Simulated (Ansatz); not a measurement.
## A hypothetical structure for CaMn2H2

This structure for CaMn2H2 is made up. Its elements were placed in a known structure type with a cell scaled to their sizes. What cell does the guess relax to, and how far off was it?

Main program and level: Ansatz 0.2.0; DFT, PBE, plane-wave PAW, files of the set soft_1, scalar-relativistic, ferromagnetic start, cell and ions relaxed at zero pressure; PAW set soft_1.

## Step 1: The structure

It takes space group P-3m1 (No. 164, trigonal). The conventional cell has a = 4.206 Å, b = 4.206 Å, c = 4.364 Å, α = 90.00°, β = 90.00°, γ = 120.00°. Mn has 1 H at 1.60 Å nearest. Ca has 6 H at 2.46 Å nearest. Nearest to H lie 1 Mn at 1.60 Å and 3 Ca at 2.46 Å. Farther neighbours are not listed.

## Step 2: Relaxation of the guess

The guessed cell has no reason to be at equilibrium. It is relaxed with the atoms, within the space group of the guess.

The input, input.yaml:

```yaml
crystal:
  lattice:
    - [4.206, 0.0, 0.0]
    - [-2.103, 3.642502848, 0.0]
    - [0.0, 0.0, 4.364]
  atoms:
    - { symbol: Mn, position: [0.666666667, 0.333333333, 0.5411], spin: 4.0 }
    - { symbol: Mn, position: [0.333333333, 0.666666667, 0.4589], spin: 4.0 }
    - { symbol: Ca, position: [0.0, 0.0, 0.0] }
    - { symbol: H, position: [0.666666667, 0.333333333, 0.9069] }
    - { symbol: H, position: [0.333333333, 0.666666667, 0.0931] }
magnetization:
  spin_polarized: true
kpoints:
  mp_grid: { grid: [7, 7, 6] }
scf:
  occupations: { method: fermi_dirac, width: 0.05 }
hamiltonian:
  xc: pbe
  pseudopotentials: { kind: paw, azcp: { folder: soft_1 } }
relax:
  f_tol: 0.015
  max_steps: 70
  cell: {}
output:
  forces: true
  stress: true
```

Command:

```
$ ansatz run input.yaml --threads 4 --pin off --max-ram 8192MiB --backend cpu --events-out ev --progress --plain --runs-dir out
```

Numbers of over 12 decimals in the logs are rounded to 6 here.

What it wrote:

```text
Engine: ansatz 0.2.0, aarch64-unknown-linux-gnu
Pseudopotentials: kind: paw
Pseudopotential: Mn, paw, valence charge 15, recommended cutoff 420 eV (normal), soft_1/Mn.paw.azcp
Pseudopotential: Ca, paw, valence charge 10, recommended cutoff 420 eV (normal), soft_1/Ca.paw.azcp
Pseudopotential: H, paw, valence charge 1, recommended cutoff 420 eV (normal), soft_1/H.paw.azcp
Functional definition: PBE
  parameter kappa = 0.804
  parameter beta = 0.066725
  exchange = pbe_x(kappa = kappa, mu = beta*pi^2/3)
  correlation = pbe_c(beta = beta)
Crystal: 5 atoms, lattice volume = 66.858 Å³
Basis set: ecut = 420 eV, 1269 PW (Γ), exchange–correlation on 60×60×60 points (8 copies of the dense FFT grid, shifted against one another)
Bands: 30, of which v1, the nominal top of the filled ones, is band 21 counted from 1 (20 counted from 0)
Symmetry: 12 space group operations
Space group: P-3m1 (ITA 164), of the structure as read, at distance tolerance 4.1e-5 Å
Magnetic group: BNS 164.85 (UNI 1315), of the structure as read, at distance tolerance 4.1e-5 Å
k-points: 40 of 294
Non-local potential: Mn, projectors of the file, l = 0: 3, l = 1: 2, l = 2: 3, l = 3: 1
Non-local potential: Ca, projectors of the file, l = 0: 3, l = 1: 2, l = 2: 2
Non-local potential: H, projectors of the file, l = 0: 2, l = 1: 1
PAW form: soft (Blöchl's): semilocal exchange-correlation on the pseudo side does not see the compensation charge
PAW one-centre angular grid: Mn, 590 points (default); XC on 64 Gauss nodes
PAW one-centre angular grid: Ca, 110 points (default); XC on 64 Gauss nodes
PAW one-centre angular grid: H, 110 points (default); XC on 64 Gauss nodes
Initial density: superposition of atomic densities (chi_scale 0.1, normalization cell, long waves kept (reshape's long-wave potential 0.02 eV rms))
Starting moments: Σ|m| = 8 μB on 2 of 5 sites
Initial wavefunctions: pseudopotential atomic-orbital guess
Functional: x = pbe(κ = 0.804, μ = 0.219515), c = pbe(β = 0.066725)
SCF iter   1: F=—  HF=-9644.106371 eV  |F-HF|=—  |Δ(HF+E_count)|=         —  Δρ=5.52e-2 (↑5.52e-2 ↓2.80e-2)  dr2=4.30e0  dr2_m=3.48e-1  M=7.265 μB ∫|m|=7.485 μB  β_m=0.30  ethr=3.10e-3  ⟨swp⟩=7.2  Hψ=11095  notcnv=0
Mixer restart at iter 1: flushing history
preconditioner: auto → Kerker (q_TF=auto, 2.525 Å⁻¹)  [metal: Δε(μ)=0.001 eV  Ē_g=5.339 eV  σ=0.050 eV  W_gap=0.00  n_scr=20 (ndim 8)  ℏωp=19.3 eV  f_vac=0.000  D(μ)=5.82/eV (n_scr^D=70)]
spin=Collinear: Kerker preconditioning applied to the charge; magnetization (m = ρ↑ − ρ↓) channel mixes plain (no charge-response kernel on spin).
SCF iter   2: F=—  HF=-9643.056541 eV  |F-HF|=—  |Δ(HF+E_count)|=    1.05e0  Δρ=2.11e-2 (↑2.11e-2 ↓2.10e-2)  dr2=1.05e0  dr2_m=7.48e-2  M=7.317 μB ∫|m|=7.529 μB  β_m=0.39  ethr=3.10e-3  ⟨swp⟩=2.1  Hψ=4118  notcnv=0  defer=119
SCF iter   3: F=—  HF=-9643.248556 eV  |F-HF|=—  |Δ(HF+E_count)|=   1.92e-1  Δρ=1.84e-2 (↑9.67e-3 ↓1.84e-2)  dr2=3.09e-1  dr2_m=5.75e-2  M=7.143 μB ∫|m|=7.370 μB  β_m=0.69  ethr=2.50e-3  ⟨swp⟩=2.0  Hψ=3235  notcnv=0  defer=124
SCF iter   4: F=—  HF=-9643.852777 eV  |F-HF|=—  |Δ(HF+E_count)|=   6.04e-1  Δρ=1.58e-2 (↑5.61e-3 ↓1.58e-2)  dr2=1.75e-1  dr2_m=6.04e-2  M=6.763 μB ∫|m|=7.021 μB  β_m=0.77  ethr=7.36e-4  ⟨swp⟩=2.1  Hψ=3987  notcnv=0  defer=134
SCF iter   5: F=—  HF=-9648.138732 eV  |F-HF|=—  |Δ(HF+E_count)|=         —  Δρ=1.97e-1 (↑1.97e-1 ↓1.56e-1)  dr2=1.00e0  dr2_m=1.89e1  M=0.703 μB ∫|m|=1.046 μB  β_m=1.00  ethr=4.17e-4  ⟨swp⟩=2.5  Hψ=3803  notcnv=0  defer=134
Mixer restart at iter 5: flushing history
SCF iter   6: F=—  HF=-9645.329422 eV  |F-HF|=—  |Δ(HF+E_count)|=    2.81e0  Δρ=5.45e-2 (↑1.61e-2 ↓5.45e-2)  dr2=2.47e0  dr2_m=2.51e-1  M=0.221 μB ∫|m|=0.377 μB  β_m=0.85  ethr=1.19e-4  ⟨swp⟩=3.5  Hψ=6674  notcnv=0  defer=132
SCF iter   7: F=—  HF=-9645.733579 eV  |F-HF|=—  |Δ(HF+E_count)|=   4.04e-1  Δρ=5.81e-2 (↑5.81e-2 ↓3.76e-2)  dr2=4.21e0  dr2_m=7.17e-2  M=0.033 μB ∫|m|=0.148 μB  β_m=0.63  ethr=1.19e-4  ⟨swp⟩=4.1  Hψ=7980  notcnv=0  defer=118
SCF iter   8: F=—  HF=-9644.832091 eV  |F-HF|=—  |Δ(HF+E_count)|=   9.01e-1  Δρ=1.71e-2 (↑1.71e-2 ↓3.17e-3)  dr2=1.35e-1  dr2_m=4.39e-2  M=0.033 μB ∫|m|=0.114 μB  β_m=0.82  ethr=1.19e-4  ⟨swp⟩=3.0  Hψ=6305  notcnv=0  defer=138
SCF iter   9: F=—  HF=-9644.801185 eV  |F-HF|=—  |Δ(HF+E_count)|=   3.09e-2  Δρ=9.49e-4 (↑5.64e-4 ↓9.49e-4)  dr2=8.95e-4  dr2_m=9.42e-5  M=-0.004 μB ∫|m|=0.011 μB  β_m=0.77  ethr=1.19e-4  ⟨swp⟩=2.1  Hψ=4988  notcnv=0  defer=135
SCF iter  10: F=—  HF=-9644.801639 eV  |F-HF|=—  |Δ(HF+E_count)|=   4.54e-4  Δρ=5.96e-4 (↑4.18e-4 ↓5.96e-4)  dr2=4.99e-4  dr2_m=2.10e-5  M=-0.002 μB ∫|m|=0.007 μB  β_m=0.89  ethr=2.13e-6  ⟨swp⟩=1.8  Hψ=2778  notcnv=0  defer=135
SCF iter  11: F=—  HF=-9644.801769 eV  |F-HF|=—  |Δ(HF+E_count)|=   1.30e-4  Δρ=8.40e-5 (↑8.40e-5 ↓7.75e-5)  dr2=6.97e-6  dr2_m=2.66e-6  M=-0.000 μB ∫|m|=0.002 μB  β_m=0.94  ethr=1.19e-6  ⟨swp⟩=2.0  Hψ=2984  notcnv=0  defer=135
SCF iter  12: F=—  HF=-9644.801819 eV  |F-HF|=—  |Δ(HF+E_count)|=   5.02e-5  Δρ=7.38e-5 (↑4.24e-5 ↓7.38e-5)  dr2=8.43e-6  dr2_m=3.78e-7  M=0.000 μB ∫|m|=0.001 μB  β_m=0.97  ethr=1.66e-8  ⟨swp⟩=2.4  Hψ=3808  notcnv=0  defer=135
SCF iter  13: F=—  HF=-9644.801819 eV  |F-HF|=—  |Δ(HF+E_count)|=   1.11e-7  Δρ=2.68e-5 (↑2.03e-5 ↓2.68e-5)  dr2=1.39e-6  dr2_m=5.61e-8  M=0.000 μB ∫|m|=0.001 μB  β_m=0.91  ethr=1.66e-8  ⟨swp⟩=2.2  Hψ=2870  notcnv=0  defer=135
SCF iter  14: F=—  HF=-9644.801819 eV  |F-HF|=—  |Δ(HF+E_count)|=   2.96e-7  Δρ=5.68e-6 (↑5.26e-6 ↓5.68e-6)  dr2=3.63e-8  dr2_m=1.38e-8  M=0.000 μB ∫|m|=0.000 μB  β_m=0.95  ethr=3.32e-9  ⟨swp⟩=2.2  Hψ=3260  notcnv=0  defer=135
SCF iter  15: F=—  HF=-9644.801819 eV  |F-HF|=—  |Δ(HF+E_count)|=   2.53e-9  Δρ=1.47e-6 (↑1.27e-6 ↓1.47e-6)  dr2=5.75e-9  dr2_m=3.08e-10  M=0.000 μB ∫|m|=0.000 μB  β_m=0.98  ethr=8.64e-11  ⟨swp⟩=2.4  Hψ=3608  notcnv=0  defer=135
SCF iter  16: F=-9644.801819 eV  HF=-9644.801819 eV  |F-HF|=3.71e-10  |Δ(HF+E_count)|=  1.62e-10  Δρ=4.51e-7 (↑3.92e-7 ↓4.51e-7)  dr2=6.07e-10  dr2_m=1.10e-11  M=0.000 μB ∫|m|=0.000 μB  ethr=1.37e-11  ⟨swp⟩=1.7  Hψ=6408  notcnv=0
WARN: the starting moments were not kept: the SCF closed with an absolute magnetisation of 1.2e-5 μB, where they sum to 8 μB in size (2 sites). That is at most 0.1 of that sum. Measured as dr2_m measures the in/out step, that magnetisation stands 4.8e-11 eV from none, at or under the dr2_threshold of 1.0e-7 eV: it is no larger than a step whose dr2_m would equal this threshold. The system may hold no moment; this SCF [...]
SCF 1 converged in 16 iterations: F = -9644.801819 eV  dr2 = 6.07e-10
[...]
relax step   8: F+E_penalty+E_count = -9646.19477804 eV  Δ(F+E_penalty+E_count) = -9.394e-5 eV  max|allowed force component| = 1.265e-3 eV/Å  Δτ_max = 0.0011 Å  P = -0.006 GPa  Ω = 59.657 Å³  energy of the carried Pulay correction = +5.826e-3 eV  (6 SCF iters, dr2 threshold 1.36e-7 eV, accepted)
relax step   9: F+E_penalty+E_count = -9646.20483979 eV  Δ(F+E_penalty+E_count) = -1.006e-2 eV  max|allowed force component| = 7.744e-3 eV/Å  Δτ_max = 0.0000 Å  P = +0.339 GPa  Ω = 59.657 Å³  stress off target by 1.09e0 GPa  SCF on the basis re-selected at this cell (its energy is not comparable with the rows above)  (10 SCF iters)
relax step  10: F+E_penalty+E_count = -9646.20626656 eV  Δ(F+E_penalty+E_count) = -1.427e-3 eV  max|allowed force component| = 2.529e-3 eV/Å  Δτ_max = 0.0059 Å  P = +0.072 GPa  Ω = 59.932 Å³  energy of the carried Pulay correction = -2.723e-4 eV  (6 SCF iters, dr2 threshold 5.00e-7 eV, accepted)
relax step  11: F+E_penalty+E_count = -9646.20626856 eV  Δ(F+E_penalty+E_count) = -2.003e-6 eV  max|allowed force component| = 2.935e-3 eV/Å  Δτ_max = 0.0011 Å  P = -0.009 GPa  Ω = 60.008 Å³  energy of the carried Pulay correction = -3.479e-4 eV  (6 SCF iters, dr2 threshold 1.29e-7 eV, accepted)
iter 1 solved again at ethr=3.10e-6 eV; its pass at ethr=3.10e-3 eV (dr2=1.30e-3 eV) is discarded
SCF iter   1: F=—  HF=-9646.206572 eV  |F-HF|=—  |Δ(HF+E_count)|=         —  Δρ=5.32e-5 (↑5.32e-5 ↓5.32e-5)  dr2=2.05e-7  dr2_m=2.91e-11  M=-0.000 μB ∫|m|=0.000 μB  β_m=0.65  ethr=3.10e-6  ⟨swp⟩=2.5  Hψ=15870  notcnv=0
eigensolver tolerance schedule: the retry pair's looser diagonalisation over-reported the residual by 6336.13 of it (diagonalisation noise at an unbounded share of the residual, at the tolerance the schedule requests for it); recorded, not acted on — ethr = c·dr2/N_el stays at c = 1.0e-1
preconditioner: auto → Resta (q_TF=auto, 2.571 Å⁻¹)  ε∞=6.3  [insulator: Δε(μ)=0.159 eV  Ē_g=10.229 eV  σ=0.050 eV  W_gap=0.65  n_scr=22 (ndim 8)  ℏωp=23.5 eV  f_vac=0.000  D(μ)=1.04/eV (n_scr^D=2)  ε∞_Penn≈6.3]
spin=Collinear: Resta preconditioning applied to the charge; magnetization (m = ρ↑ − ρ↓) channel mixes plain (no charge-response kernel on spin).
SCF iter   2: F=—  HF=-9646.206617 eV  |F-HF|=—  |Δ(HF+E_count)|=   4.47e-5  Δρ=1.91e-5 (↑1.91e-5 ↓1.91e-5)  dr2=2.64e-8  dr2_m=8.27e-12  M=-0.000 μB ∫|m|=0.000 μB  β_m=0.65  ethr=4.89e-10  ⟨swp⟩=2.6  Hψ=4371  notcnv=0
SCF iter   3: F=—  HF=-9646.206623 eV  |F-HF|=—  |Δ(HF+E_count)|=   6.08e-6  Δρ=1.15e-6 (↑1.15e-6 ↓1.12e-6)  dr2=2.18e-9  dr2_m=1.16e-12  M=-0.000 μB ∫|m|=0.000 μB  β_m=0.67  ethr=6.29e-11  ⟨swp⟩=2.0  Hψ=3158  notcnv=0
SCF iter   4: F=—  HF=-9646.206624 eV  |F-HF|=—  |Δ(HF+E_count)|=   1.28e-6  Δρ=9.12e-7 (↑9.12e-7 ↓8.98e-7)  dr2=1.48e-9  dr2_m=5.13e-13  M=-0.000 μB ∫|m|=0.000 μB  β_m=0.84  ethr=5.19e-12  ⟨swp⟩=2.0  Hψ=3826  notcnv=0
SCF iter   5: F=—  HF=-9646.206624 eV  |F-HF|=—  |Δ(HF+E_count)|=   1.11e-8  Δρ=6.38e-7 (↑6.38e-7 ↓6.26e-7)  dr2=1.20e-9  dr2_m=6.45e-14  M=-0.000 μB ∫|m|=0.000 μB  β_m=0.92  ethr=3.53e-12  ⟨swp⟩=2.0  Hψ=3124  notcnv=0
SCF iter   6: F=—  HF=-9646.206624 eV  |F-HF|=—  |Δ(HF+E_count)|=   1.10e-9  Δρ=7.43e-7 (↑7.43e-7 ↓7.39e-7)  dr2=8.94e-10  dr2_m=1.29e-14  M=0.000 μB ∫|m|=0.000 μB  β_m=0.83  ethr=2.86e-12  ⟨swp⟩=2.5  Hψ=4214  notcnv=0
SCF iter   7: F=—  HF=-9646.206624 eV  |F-HF|=—  |Δ(HF+E_count)|=  5.44e-10  Δρ=2.55e-7 (↑2.55e-7 ↓2.54e-7)  dr2=9.10e-11  dr2_m=1.73e-15  M=0.000 μB ∫|m|=0.000 μB  β_m=0.91  ethr=2.13e-12  ⟨swp⟩=2.0  Hψ=3110  notcnv=0
SCF iter   8: F=—  HF=-9646.206624 eV  |F-HF|=—  |Δ(HF+E_count)|=  1.11e-10  Δρ=6.52e-8 (↑6.50e-8 ↓6.52e-8)  dr2=4.69e-12  dr2_m=3.54e-17  M=0.000 μB ∫|m|=0.000 μB  β_m=0.94  ethr=1.00e-12  ⟨swp⟩=2.0  Hψ=2907  notcnv=0
SCF iter   9: F=-9646.206624 eV  HF=-9646.206624 eV  |F-HF|=3.64e-12  |Δ(HF+E_count)|=  9.09e-12  Δρ=5.00e-8 (↑4.99e-8 ↓5.00e-8)  dr2=5.94e-12  dr2_m=3.61e-18  M=-0.000 μB ∫|m|=0.000 μB  ethr=1.00e-12  ⟨swp⟩=2.1  Hψ=6836  notcnv=0
the starting moments were not kept: the SCF closed with an absolute magnetisation of 3.8e-9 μB, where they sum to 8 μB in size (2 sites). That is at most 0.1 of that sum. Measured as dr2_m measures the in/out step, that magnetisation stands 2.9e-18 eV from none, at or under the dr2_threshold of 5.0e-11 eV: it is no larger than a step whose dr2_m would equal this threshold.
SCF 12 converged in 9 iterations: F = -9646.206624 eV  dr2 = 5.94e-12
relax step  12: F+E_penalty+E_count = -9646.20662430 eV  Δ(F+E_penalty+E_count) = -3.557e-4 eV  max|allowed force component| = 3.091e-3 eV/Å  Δτ_max = 0.0000 Å  P = -0.005 GPa  Ω = 60.008 Å³  stress off target by 1.53e-2 GPa  SCF on the basis re-selected at this cell (its energy is not comparable with the rows above)  (9 SCF iters)
basis re-selected at this cell: Δ(F+E_penalty+E_count) = -3.557e-4 eV, ΔP = +0.004 GPa vs the last step (what re-selecting the basis moved, of the pressure what is left beyond the Pulay correction that the steps carried, after the strain that the cell walked since its last selection, with what the two solves' SCF thresholds leave and, on support functions, any second-order correction that the steps lacked; it is no m [...]
SCF converged after 9 iterations
Magnetization: -0.0000 μB (21.0000 up, 21.0000 down)
Absolute magnetization: 0.0000 μB (∫|ρ↑−ρ↓|, with the PAW one-centre terms)
Spin contamination: 0.0000 ħ² per cell (⟨S²⟩ above its minimum at these occupations)
Per-site moments (μB) at R_I (Å): [(6.923685800839225e-10, 0.653077), (6.923685589181583e-10, 0.653077), (-1.4813101167017848e-10, 0.933187), (5.882552549956898e-11, 0.653077), (5.882562693493523e-11, 0.653077)]
Free energy (F): -9646.206624 eV
Harris-Foulkes:  -9646.206624 eV  (|F-HF|=3.64e-12)
Internal energy: -9646.195976 eV  (E = F + TS)
E sigma→0 (E₀):  -9646.201300 eV
Entropy (-TS):   -0.010648 eV (-2.130 meV/atom)
Fermi energy:    10.566659 eV
--- Per-component energies (eV) ---
  E_band       = -696.693405
  E_kinetic    = 926.251039
  E_local      = -6367.185767  (includes V_loc(G=0)·N_el)
  E_nonlocal   = 1004.233109
  E_hartree    = 2487.854473
  E_xc         = -366.671808
  E_vxc        = -464.565455  (∫ρ·V_xc dr)
  E_paw        = -3518.872993  (= ΣΔE_a)
  E_vpaw       = -771.133192  (= ΣTr[D̂ρ^β])
  E_aug_tail   = -0.001856  (compensation charges beyond the density's cutoff)
  E_ewald      = -3811.802172
  E_smearing   = -0.010648  (= −TS)
  E_closure    = -0.000000  (closes the sum)
  Σ components = -9646.206624   (vs F -9646.206624, Δ=0.00e0)
--- Forces (eV/Å), atoms counted from 1 ---
  atom   1  Mn     0.00000000     0.00000000    -0.00309136
  atom   2  Mn     0.00000000    -0.00000000     0.00309136
  atom   3  Ca     0.00000000     0.00000000     0.00000000
  atom   4  H      0.00000000     0.00000000     0.00061266
  atom   5  H     -0.00000000    -0.00000000    -0.00061266
  max |Σ_I F_I| component: 3.70e-17 eV/Å
--- Stress (GPa, compression-positive) ---
       -0.015268      -0.000000       0.000000
        0.000000      -0.015268       0.000000
        0.000000       0.000000       0.014414
  P = ⅓ Tr σ = -0.0054 GPa (-0.054 kbar)
--- Relaxed structure (10 steps of the walk, 10 accepted, 2 SCFs on fresh bases) ---
  F+E_penalty+E_count = -9646.20662430 eV   max|allowed force component| = 3.091e-3 eV/Å   (the final SCF, on the basis selected at the relaxed cell)
  cell:  # Å, volume = 60.0082 Å³
    - [3.677388, 0, 2.2624065186350932e-17]
    - [-1.838694, 3.184711, -1.131203259317546e-17]
    - [2.347394685628539e-17, 0, 5.123904]
  atoms:
    - { symbol: Mn, position: [0.666667, 0.333333, 0.538567] }
    - { symbol: Mn, position: [0.333333, 0.666667, 0.461433] }
    - { symbol: Ca, position: [0, 0, 3.378815202979574e-19] }
    - { symbol: H, position: [0.666667, 0.333333, 0.847554] }
    - { symbol: H, position: [0.333333, 0.666667, 0.152446] }
```

The job ended after 33 s (4 threads of Arm Neoverse V1, shared host; peak memory 0.45 GiB).

Step by step:

```csv
step,energy less that of the first step (eV),largest force component (eV/Å),pressure (GPa),volume (Å³)
1,0.0000,0.9636,-11.52,66.86
2,-0.7036,0.2964,-5.98,60.80
3,-1.1377,0.7795,1.00,57.31
4,-1.3195,0.0663,1.54,57.97
5,-1.3880,0.1027,0.42,59.41
6,-1.3927,0.0764,0.06,59.61
7,-1.3929,0.0464,-0.06,59.68
8,-1.3930,0.0013,-0.01,59.66
9*,-1.4030,0.0077,0.34,59.66
10,-1.4044,0.0025,0.07,59.93
11,-1.4044,0.0029,-0.01,60.01
12*,-1.4048,0.0031,-0.01,60.01
```

Relaxation steps marked * repeat the geometry before them on a plane-wave basis chosen anew for their cell, so energy and pressure can jump there.

The run keeps the 12 symmetry operations that it works with, so distortions that break them were not tested.

```csv
cell as run,before,after,change
a (Å),4.206,3.677,-12.6 %
b (Å),4.206,3.677,-12.6 %
c (Å),4.364,5.124,+17.4 %
volume (Å³/atom),13.37,12.00,-10.2 %
```

The atoms that moved most (Å, as changes of fractional coordinates times the final cell):

```csv
atom,dx,dy,dz,length
H5,0.000,0.000,0.304,0.304
H4,0.000,0.000,-0.304,0.304
Mn2,0.000,0.000,0.013,0.013
Mn1,0.000,0.000,-0.013,0.013
```

Final coordinates:

```xyz
5
Lattice="3.6774 0.0000 0.0000 -1.8387 3.1847 0.0000 0.0000 0.0000 5.1239" Properties=species:S:1:pos:R:3 pbc="T T T"
Mn    1.8387    1.0616    2.7596
Mn    0.0000    2.1231    2.3643
Ca    0.0000    0.0000    0.0000
H     1.8387    1.0616    4.3428
H     0.0000    2.1231    0.7811
```

This step gave:

| Quantity | Value |
| --- | --- |
| free energy | -9646.2066 eV |
| energy at zero smearing | -9646.2013 eV |
| smearing term TS | 0.01065 eV |
| Fermi energy | 10.57 eV |
| electrons | 42 |
| symmetry operations | 12 |
| pressure | -0.005374 GPa |

The shortest distance of each pair, which need not be the same contact before and after:

```csv
pair,guess (Å),relaxed (Å)
H–Mn,1.596,1.583
Mn–Mn,2.455,2.160
Ca–H,2.462,2.262
H–H,2.561,2.636
Ca–Mn,3.148,3.178
```

The relaxation ends with a largest force component of 0.0031 eV/Å and a pressure of -0.01 GPa. The starting moments have collapsed: the run ends non-magnetic.

## Step 3: Outcome

| Item | Value |
| --- | --- |
| space group, relaxed | P-3m1 |
| conventional cell | a = 3.677, b = 3.677, c = 5.124 Å; α = 90.0°, β = 90.0°, γ = 120.0° |
| volume per atom | 12.00 Å³ (guess 13.37) |
| total moment | 0.00 μB in the cell of 5 atoms |

CaMn2H2 relaxes to P-3m1 with a = 3.677, b = 3.677 and c = 5.124 Å. The guessed volume was 11 % too large. The space group P-3m1 was held in the relaxation, so the end point is a stationary structure within it and may be a saddle against distortions or other arrangements. The moments died out from this one start and weren't seeded again at the relaxed cell. Mesh and cutoff weren't tested. A vector of the cell changed its length by 17 %, more than the volume shows. No dispersion term is used, so weakly bound directions may come out too long. Nothing here tests whether the compound is stable against decomposition.

[Logs are printed without paths, hosts, clocks, repeated set-up lines and the standing remarks that a program may print on its own settings, such as how far it seeks lower states.]

[Hosts, paths, dates, database ids (printed as entryN), source tags and the programs' standing remarks are cut or masked in the printed files.]
